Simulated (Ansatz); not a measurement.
# Cl-CC-Cl chair bilayer (AA) in a perpendicular field, part 2 of 4

What dipole does a perpendicular field induce in the Cl-CC-Cl chair bilayer (AA), and does the gap follow? A positive field points along +c.

Ansatz 0.2.0; plane-wave DFT, RPBE-D3(BJ), Ansatz PAW (the session's first sound run).

So far. Step 2 (Relaxing the slab): The lattice constant a goes from 2.508 to 2.849 Å.

In doubt: Bader basins on short bonds can need a finer grid (steps 3, 7), which would bear on Bader charges.

### Step 3. Single point, field 0

A sawtooth potential applies the field, turning back in the middle of the vacuum. With the dipole correction the typed value is the field outside the slab. The induced dipole is small, so the SCF threshold is tight.

The cell differs from the one that the last finished run ended in (c 46.267 → 28.690 Å).

input.yaml

```yaml
crystal:
  lattice:
    - [2.8485099391, 0.0, 0.0]
    - [-1.4242549695, 2.4668819702, 0.0]
    - [0.0, 0.0, 28.6900578639]
  atoms:
    - { symbol: Cl, position: [0.6666666667, 0.3333333333, 0.31369752] }
    - { symbol: C, position: [0.6666666667, 0.3333333333, 0.3745769262] }
    - { symbol: C, position: [0.3333333333, 0.6666666667, 0.3917608156] }
    - { symbol: Cl, position: [0.3333333333, 0.6666666667, 0.4526791648] }
    - { symbol: Cl, position: [0.6666666667, 0.3333333333, 0.5473208352] }
    - { symbol: C, position: [0.6666666667, 0.3333333333, 0.6082391844] }
    - { symbol: C, position: [0.3333333333, 0.6666666667, 0.6254230738] }
    - { symbol: Cl, position: [0.3333333333, 0.6666666667, 0.68630248] }
kpoints:
  mp_grid: { grid: [24, 24, 1] }
  band_path:
    path: [[0, 0, 0], [0.5, 0, 0], [0.33333333, 0.33333333, 0], [0, 0, 0]]
    npoints: 16
hamiltonian:
  xc: rpbe
  dispersion: d3bj
scf:
  occupations: { method: fermi_dirac, width: 0.02585 }
  convergence: { dr2_threshold: 1.0e-10 }
efield:
  axis: 3
  dipole_correction: true
  ramp_position: 0.97
  ramp_width: 0.06
  amplitude: 0
output:
  dos: { projected: true, e_range: [-6, 5] }
  bader: true
  write_potential: true
  write_density: true
  volumetric_format: npy
  elf: true
```

The run is started by

```console
$ ansatz run input.yaml --threads 4 --pin off --max-ram 6144MiB --backend cpu --events-out ev --progress --plain --runs-dir out
```

Numbers of over 12 decimals in the logs are rounded to 6 here.

What it wrote:

```text
[...]
Crystal: 8 atoms, lattice volume = 201.603 Å³
Basis set: ecut = 420 eV, 3947 PW (Γ)
Bands: 30, of which v1, the nominal top of the filled ones, is band 22 counted from 1 (21 counted from 0)
Symmetry: 6 space group operations
k-points: 61 of 576 (time reversal used)
[...]
SCF iter   1: F=—  HF=-5340.115384 eV  |F-HF|=—  |Δ(HF+E_count)|=         —  Δρ=6.07e-3  dr2=1.44e-1  ethr=1.77e-3  p=0.000 e·Å  D=6.87e-14 V/Å  ΔV_dip=-0.00 eV  dr2_dipole=1.70e-7  V_vac-E_F(+/−)=3.44/3.44 eV  ⟨swp⟩=8.9  Hψ=10636  notcnv=0  defer=3
efield: sawtooth ramp at fractional position 0.9700 (set: `efield.ramp_position`, or a place that a band, a saddle search or an elastic batch's reference lends), width 0.0600; the density the first Hamiltonian is built on has a dipole p = 0.000 e·Å; the dipole correction subtracts the counter field D = 6.87e-14 V/Å, which shifts the + side's vacuum level by -0.00 eV against the − side's; the planar-averaged density in the ramp window peaks in size at 1.5e-5 e/Å³
[...]
SCF iter   2: F=—  HF=-5340.084656 eV  |F-HF|=—  |Δ(HF+E_count)|=   3.07e-2  Δρ=3.06e-3  dr2=3.35e-2  ethr=3.27e-4  p=-0.000 e·Å  D=-9.99e-5 V/Å  ΔV_dip=0.00 eV  dr2_dipole=2.50e-7  V_vac-E_F(+/−)=3.37/3.36 eV  ⟨swp⟩=3.4  Hψ=3440  notcnv=0  defer=152
[...]
SCF iter  12: F=-5340.078586 eV  HF=-5340.078586 eV  |F-HF|=1.36e-11  |Δ(HF+E_count)|=  1.82e-11  Δρ=5.59e-8  dr2=1.14e-11  ethr=1.00e-12  p=0.000 e·Å  D=1.72e-8 V/Å  ΔV_dip=-0.00 eV  dr2_dipole=7.44e-15  V_vac-E_F(+/−)=2.91/2.91 eV  ⟨swp⟩=2.1  Hψ=3378  notcnv=0
SCF 1 converged in 12 iterations: F = -5340.078586 eV  dr2 = 1.14e-11
[...]
NSCF: frozen V_eff on 49 k-points
efield: sawtooth ramp at fractional position 0.9700 (kept from the solve that this one continues, or follows in the run), width 0.0600; the density the first Hamiltonian is built on has a dipole p = 0.000 e·Å; the dipole correction subtracts the counter field D = 1.72e-8 V/Å, which shifts the + side's vacuum level by -0.00 eV against the − side's; the planar-averaged density in the ramp window peaks in size at 8.0e-7 e/Å³
WARN: The output density's exchange-correlation potential varies sharply where the density is thin. Do not read a vacuum level from v_tot or v_xc, or from such a field of the output density. On a cell that repeats whose density bears no net charge and no dipole along the vacuum's axis use v_es (v_loc + v_h of the components); under efield.dipole_correction with no amplitude use v_es + v_field, which holds any externa [...]
SCF converged after 12 iterations
Free energy (F): -5340.078586 eV
[...]
Internal energy: -5340.078586 eV  (E = F + TS)
E sigma→0 (E₀):  -5340.078586 eV
Fermi energy:    3.240481 eV
Dipole field:    D = -0.000000 V/Å  (p = -0.000000 e·Å, saw-weighted, corrected)
Work function:   Φ+ = 2.9105 eV   Φ− = 2.9105 eV
Levels:          The Fermi level and band energies are counted from a zero that moves with the ramp; work functions are not
[...]
--- Band table (eV; the first three rows and the last of 61) ---
  k-point 0: bands = [... 18 lower, 2.5677, 2.5677, 2.6480, 2.6480, 3.8153, 4.2939, 4.6035, 4.7321, ... 4 higher]
  k-point 1: bands = [... 18 lower, 2.4263, 2.5133, 2.5367, 2.6220, 3.8551, 4.3763, 4.7276, 4.8137, ... 4 higher]
  k-point 2: bands = [... 18 lower, 2.0341, 2.1355, 2.4482, 2.5461, 3.9590, 4.5351, 5.0170, 5.0501, ... 4 higher]
  k-point 60: bands = [... 18 lower, -1.9832, -1.8439, -1.8439, -1.6686, 6.3072, 6.3072, 6.9071, 6.9071, ... 4 higher]
--- Bader charges: 8 sites ---
  site symbol  charge [e]  shift [e]
     0     Cl     -0.1585     0.0001
     1      C      0.1582     0.0001
     2      C      0.1537     0.0002
     3     Cl     -0.1534     0.0002
     4     Cl     -0.1534     0.0002
     5      C      0.1537     0.0002
     6      C      0.1582     0.0001
     7     Cl     -0.1585     0.0001
  estimated error of the sums over rays = 3.3e-4 e
```

Elapsed: 34 s, on 4 threads of Arm Neoverse V1, shared host; peak memory 0.71 GiB; 2.2 min of CPU time.

Numbers from this step:

- gap on the k-mesh: 1.167 eV
- dipole along the normal: -1.10e-7 e·Å
- gap along the path: 1.167 eV
- smallest direct gap along the path: 1.167 eV
- ionisation energy, upper face: 3.503 eV
- electron affinity, upper face: 2.336 eV
- gap, the smaller of path and mesh: 1.167 eV

Running mean over a fixed 2.5 Å (it still follows the layers) of the planar mean; the ramp of the sawtooth is left out. The electron's electrostatic potential energy less the Fermi level by z:

```
z (Å)  electron's electrostatic potential energy less the Fermi level (eV)
  3.5                                                                 2.91
  4.0                                                                 2.91
  4.5                                                                 2.91
  5.0                                                                 2.91
  5.5                                                                 2.91
  6.0                                                                 2.90
  6.5                                                                 2.84
  7.0                                                                 2.44
  7.5                                                                0.570
  8.0                                                                -2.34
  8.5                                                                -4.30
  9.0                                                                -5.40
  9.5                                                                -7.90
 10.0                                                                -10.3
 10.5                                                                -9.97
 11.0                                                                -9.00
 11.5                                                                -10.0
 12.0                                                                -10.2
 12.5                                                                -7.86
 13.0                                                                -5.45
 13.5                                                                -4.58
 14.0                                                                -3.75
 14.5                                                                -3.55
 15.0                                                                -4.27
 15.5                                                                -5.04
 16.0                                                                -6.75
 16.5                                                                -9.58
 17.0                                                                -10.4
 17.5                                                                -9.20
 18.0                                                                -9.45
 18.5                                                                -10.5
 19.0                                                                -9.03
 19.5                                                                -6.15
 20.0                                                                -4.67
 20.5                                                                -3.29
 21.0                                                               -0.522
 21.5                                                                 1.96
 22.0                                                                 2.76
 22.5                                                                 2.89
 23.0                                                                 2.91
 23.5                                                                 2.91
 24.0                                                                 2.91
 24.5                                                                 2.91
 25.0                                                                 2.91
 25.5                                                                 2.91
```

The density of states has structure finer than the step of the table below, so its rows give means over 0.25 eV, whole bins alone (the curve runs from -6 to 2.57 eV). Peaks (eV: height): -5.920: 6.36, -5.450: 5.02, -3.020: 3.93, -1.950: 4.17, 2.490: 7.32.

The density of states by energy, zero at the Fermi level of the run, which the smearing sets inside the gap; means over each step:

```
energy (eV)  density of states (states/eV a cell)
      -5.75                                  4.57
      -5.50                                  4.06
      -5.25                                  3.00
      -5.00                                  2.42
      -4.75                                  2.44
      -4.50                                  2.40
      -4.25                                  2.40
      -4.00                                  2.46
      -3.75                                  2.58
      -3.50                                  2.82
      -3.25                                  3.45
      -3.00                                  3.56
      -2.75                                  3.08
      -2.50                                  3.00
      -2.25                                  3.37
      -2.00                                  3.59
      -1.75                                  2.00
      -1.50                                  1.45
      -1.25                                  1.24
      -1.00                                  1.12
      -0.75                                 0.927
      -0.50                                0.0567
      -0.25                                     0
       0.00                                     0
       0.25                                     0
       0.50                                0.0484
       0.75                                 0.393
       1.00                                 0.534
       1.25                                  2.40
       1.50                                  3.00
       1.75                                  3.08
       2.00                                  3.18
       2.25                                  3.64
```

Projected DOS per atom over height of the atomic layer and energy from the Fermi level. Layers: Cl C C Cl Cl C C Cl from below.

Ten even steps from '_' (0.000 states/eV) to '@' (0.873 states/eV), each cell a mean:
```
::**##----##**::
..++++....++++..
::++++....++++::
..----____----..
________________
________________
________________
________________
::____::::____::
--____::::____--
==____----____==
##____####____##
%%____%%%%____%%
%%____####____%%
@@____@@@@____@@
##____####____##
**____****____**
**____****____**
**____****____**
**____****____**
%%::::####::::%%
@@----@@@@----@@
```
Columns: height of the atomic layer (Å) from 9 to 19.7 (not evenly spaced); rows upwards: energy from the Fermi level (eV) from -5.96 to 2.5.

The electronic bands at the labelled points (eV, zero at the Fermi level of the run, which the smearing sets inside the gap):

```
  point  band 19  band 20  band 21  band 22  band 23  band 24  band 25  band 26
      Γ    -0.67    -0.67    -0.59    -0.59     0.57     1.05     1.36     1.49
halfway    -2.56    -2.42    -1.47    -1.31     1.43     1.53     1.69     2.25
      M    -3.19    -3.02    -2.12    -1.93     1.12     1.20     2.46     2.79
halfway    -4.42    -4.14    -3.46    -3.28     2.70     2.74     3.14     3.35
      K    -5.22    -5.08    -5.08    -4.91     3.07     3.07     3.67     3.67
halfway    -2.99    -2.96    -2.32    -2.16     1.86     2.21     2.47     3.25
      Γ    -0.67    -0.67    -0.59    -0.59     0.57     1.05     1.36     1.49
```

ELF in the ca plane at fractional y = 0.333, with atoms of Cl and C within 0.2 Å of it. It is the smooth field of the valence electrons, not physical close to the nuclei.

Ten even steps from '0' (0.00) to '9' (0.90), each cell a mean:
```
00000000000000013799986578831356520289997568
00000000000000014898678745730011100488768864
00000000000000014785369722530000000487348950
00000000000000014898778756730122100489878765
00000000000000003799985478731367620279996458
00000000000000000256641147633699951035652136
00000000000000000011110036543799961001110015
00000000000000001367752257632689950047763136
```
Columns run along c (16.0 Å, from fractional 0.07 to 0.62 of the cell), rows up along a (2.8 Å). Atoms in or near the plane, at fractional coordinates: Cl at (0.31, 0.67), C at (0.37, 0.67), Cl at (0.55, 0.67), C at (0.61, 0.67).

Electrostatic potential energy in the ca plane at fractional y = 0.333, with atoms of Cl and C within 0.2 Å of it. With pseudopotentials it is smooth inside the atoms' cores, unlike the true potential.

Ten even steps from '0' (-53 eV) to '9' (6 eV), each cell a mean:
```
99999999999999999975468866899999999986457876
99999999999999999841026501589999999962014620
99999999999999999830016300389999999951003510
99999999999999999851137512689999999973115731
99999999999999999986578877899999999997568887
99999999999999999999999998889888899999999998
99999999999999999999999998889877899999999998
99999999999999999999999988899988999999999998
```
Columns run along c (16.0 Å, from fractional 0.07 to 0.62 of the cell; values clipped at the 3rd and 97th percentile), rows up along a (2.8 Å). Atoms in or near the plane, at fractional coordinates: Cl at (0.31, 0.67), C at (0.37, 0.67), Cl at (0.55, 0.67), C at (0.61, 0.67).

Valence density in the ca plane at fractional y = 0.333, with atoms of Cl and C within 0.2 Å of it. It is the smooth field of the valence electrons, not physical close to the nuclei.

Values in e/Å³, 5 rows by 16 columns, each cell a mean:
```
0.0 0.0 0.0 0.0 0.0 0.0 0.6 1.4 0.8 0.9 0.2 0.3 0.1 1.0 1.2 0.9
0.0 0.0 0.0 0.0 0.0 0.0 0.8 0.9 1.4 1.2 0.1 0.1 0.1 1.0 1.1 1.5
0.0 0.0 0.0 0.0 0.0 0.0 0.6 1.4 0.8 0.9 0.2 0.3 0.1 1.0 1.2 0.9
0.0 0.0 0.0 0.0 0.0 0.0 0.1 0.3 0.2 0.5 0.4 0.7 0.1 0.2 0.3 0.3
0.0 0.0 0.0 0.0 0.0 0.0 0.1 0.3 0.2 0.5 0.4 0.7 0.1 0.2 0.3 0.3
```
Columns run along c (16.0 Å, from fractional 0.07 to 0.62 of the cell), rows up along a (2.8 Å). Atoms in or near the plane, at fractional coordinates: Cl at (0.31, 0.67), C at (0.37, 0.67), Cl at (0.55, 0.67), C at (0.61, 0.67).

The gap is 1.17 eV, with the valence edge 3.50 eV and the conduction edge 2.34 eV under the upper vacuum level.

### Step 4. Single point, field 0.1 V/Å

Changes to input.yaml since step 3:

```diff
@@ -30,6 +30,4 @@
   ramp_width: 0.06
-  amplitude: 0
+  amplitude: 0.1
 output:
-  dos: { projected: true, e_range: [-6, 5] }
-  bader: true
   write_potential: true
@@ -37,2 +35 @@
   volumetric_format: npy
-  elf: true
```

What it wrote:

```text
[...]
Crystal: 8 atoms, lattice volume = 201.603 Å³
Basis set: ecut = 420 eV, 3947 PW (Γ)
Bands: 30, of which v1, the nominal top of the filled ones, is band 22 counted from 1 (21 counted from 0)
Symmetry: 6 space group operations
k-points: 61 of 576 (time reversal used)
[...]
k-point 0: bands = [... 18 lower, 2.5322, 2.5322, 2.6835, 2.6835, 3.7984, 4.3018, 4.5608, 4.7644, ... 4 higher]
  k-point 1: bands = [... 18 lower, 2.3924, 2.5025, 2.5473, 2.6564, 3.8383, 4.3838, 4.6744, 4.8566, ... 4 higher]
  k-point 2: bands = [... 18 lower, 2.0033, 2.1665, 2.4166, 2.5778, 3.9426, 4.5406, 4.9475, 5.1108, ... 4 higher]
  k-point 60: bands = [... 18 lower, -1.9947, -1.8482, -1.8205, -1.6565, 6.2925, 6.3084, 6.8855, 6.9412, ... 4 higher]
[key lines of the parts left out:]
SCF converged after 12 iterations
Free energy (F): -5340.080701 eV
Fermi energy:    3.249001 eV
Dipole field:    D = 0.037980 V/Å  (p = 0.042315 e·Å, saw-weighted, corrected)
```

It took 18 s on 4 threads; peak memory 0.69 GiB.

The dipole is 0.0423 e·Å, and the gap 1.115 eV.

### Step 5. Atoms held, field -0.1 V/Å

Changes to input.yaml since step 4:

```diff
@@ -30,3 +30,3 @@
   ramp_width: 0.06
-  amplitude: 0.1
+  amplitude: -0.1
 output:
```

What it wrote:

```text
[...]
Crystal: 8 atoms, lattice volume = 201.603 Å³
Basis set: ecut = 420 eV, 3947 PW (Γ)
Bands: 30, of which v1, the nominal top of the filled ones, is band 22 counted from 1 (21 counted from 0)
Symmetry: 6 space group operations
k-points: 61 of 576 (time reversal used)
[...]
k-point 0: bands = [... 18 lower, 2.5323, 2.5323, 2.6835, 2.6835, 3.7984, 4.3018, 4.5608, 4.7644, ... 4 higher]
  k-point 1: bands = [... 18 lower, 2.3924, 2.5025, 2.5473, 2.6564, 3.8383, 4.3838, 4.6744, 4.8566, ... 4 higher]
  k-point 2: bands = [... 18 lower, 2.0033, 2.1665, 2.4166, 2.5778, 3.9426, 4.5406, 4.9475, 5.1108, ... 4 higher]
  k-point 60: bands = [... 18 lower, -1.9947, -1.8482, -1.8205, -1.6565, 6.2925, 6.3084, 6.8855, 6.9412, ... 4 higher]
[key lines of the parts left out:]
SCF converged after 12 iterations
Free energy (F): -5340.080701 eV
Fermi energy:    3.249001 eV
Dipole field:    D = -0.037980 V/Å  (p = -0.042315 e·Å, saw-weighted, corrected)
```

The job ended after 19 s (4 threads; peak memory 0.69 GiB).

The dipole is -0.0423 e·Å, and the gap 1.115 eV.

### Step 6. Atoms held, field 0.5 V/Å

Changes to input.yaml since step 5:

```diff
@@ -30,3 +30,3 @@
   ramp_width: 0.06
-  amplitude: -0.1
+  amplitude: 0.5
 output:
```

What it wrote:

```text
[...]
Crystal: 8 atoms, lattice volume = 201.603 Å³
Basis set: ecut = 420 eV, 3947 PW (Γ)
Bands: 30, of which v1, the nominal top of the filled ones, is band 22 counted from 1 (21 counted from 0)
Symmetry: 6 space group operations
k-points: 61 of 576 (time reversal used)
[...]
k-point 0: bands = [... 18 lower, 2.2875, 2.2875, 2.9309, 2.9309, 3.4060, 4.0045, 4.2960, 4.5482, ... 4 higher]
  k-point 1: bands = [... 18 lower, 2.1496, 2.2591, 2.7932, 2.9029, 3.4445, 4.0693, 4.3999, 4.6111, ... 4 higher]
  k-point 2: bands = [... 18 lower, 1.7652, 2.1769, 2.4091, 2.8218, 3.5528, 4.2124, 4.6631, 4.7504, ... 4 higher]
  k-point 60: bands = [... 18 lower, -2.1615, -1.7455, -1.6049, -1.4731, 6.1107, 6.2188, 6.9101, 7.1594, ... 4 higher]
[key lines of the parts left out:]
SCF converged after 13 iterations
Free energy (F): -5340.131500 eV
Fermi energy:    3.175762 eV
Dipole field:    D = 0.190066 V/Å  (p = 0.211758 e·Å, saw-weighted, corrected)
```

The job ended after 20 s (4 threads; peak memory 0.68 GiB; 79 s of CPU time).

The dipole is 0.212 e·Å, and the gap 0.475 eV.

### Step 7. Atoms held, field -0.3 V/Å

Changes to input.yaml since step 6:

```diff
@@ -30,4 +30,6 @@
   ramp_width: 0.06
-  amplitude: 0.5
+  amplitude: -0.3
 output:
+  dos: { projected: true, e_range: [-6, 5] }
+  bader: true
   write_potential: true
@@ -35 +37,2 @@
   volumetric_format: npy
+  elf: true
```

What it wrote:

```text
[...]
Crystal: 8 atoms, lattice volume = 201.603 Å³
Basis set: ecut = 420 eV, 3947 PW (Γ)
Bands: 30, of which v1, the nominal top of the filled ones, is band 22 counted from 1 (21 counted from 0)
Symmetry: 6 space group operations
k-points: 61 of 576 (time reversal used)
[...]
--- Bader charges: 8 sites ---
  site symbol  charge [e]  shift [e]
     0     Cl     -0.1468     0.0002
     1      C      0.1585     0.0002
     2      C      0.1534     0.0001
     3     Cl     -0.1622     0.0002
     4     Cl     -0.1445     0.0003
     5      C      0.1539     0.0003
     6      C      0.1578     0.0001
     7     Cl     -0.1701     0.0001
  estimated error of the sums over rays = 3.5e-4 e
[key lines of the parts left out:]
SCF converged after 13 iterations
Free energy (F): -5340.097630 eV
Fermi energy:    3.245417 eV
Dipole field:    D = -0.113970 V/Å  (p = -0.126978 e·Å, saw-weighted, corrected)
```

Elapsed: 35 s, on 4 threads; peak memory 0.69 GiB; 2.3 min of CPU time.

The dipole is -0.127 e·Å, and the gap 0.866 eV.

(Continued in part 3 of 4.)

[Logs are printed without paths, hosts, clocks, repeated set-up lines and the standing remarks that a program may print on its own settings, such as how far it seeks lower states.]

[Hosts, paths, dates, database ids (printed as entryN), source tags and the programs' standing remarks are cut or masked in the printed files.]

[Maps of the electrostatic potential energy from Ansatz leave out the sawtooth potential of an applied field or a dipole correction, so their vacuum need not be flat; planar profiles and work functions include it.]

[The density of states shown here was stored with 400 of the rows of the run's finer table, so its peaks can read low, often by over a quarter, or be missed, and its means over a window can be off by a tenth or more.]
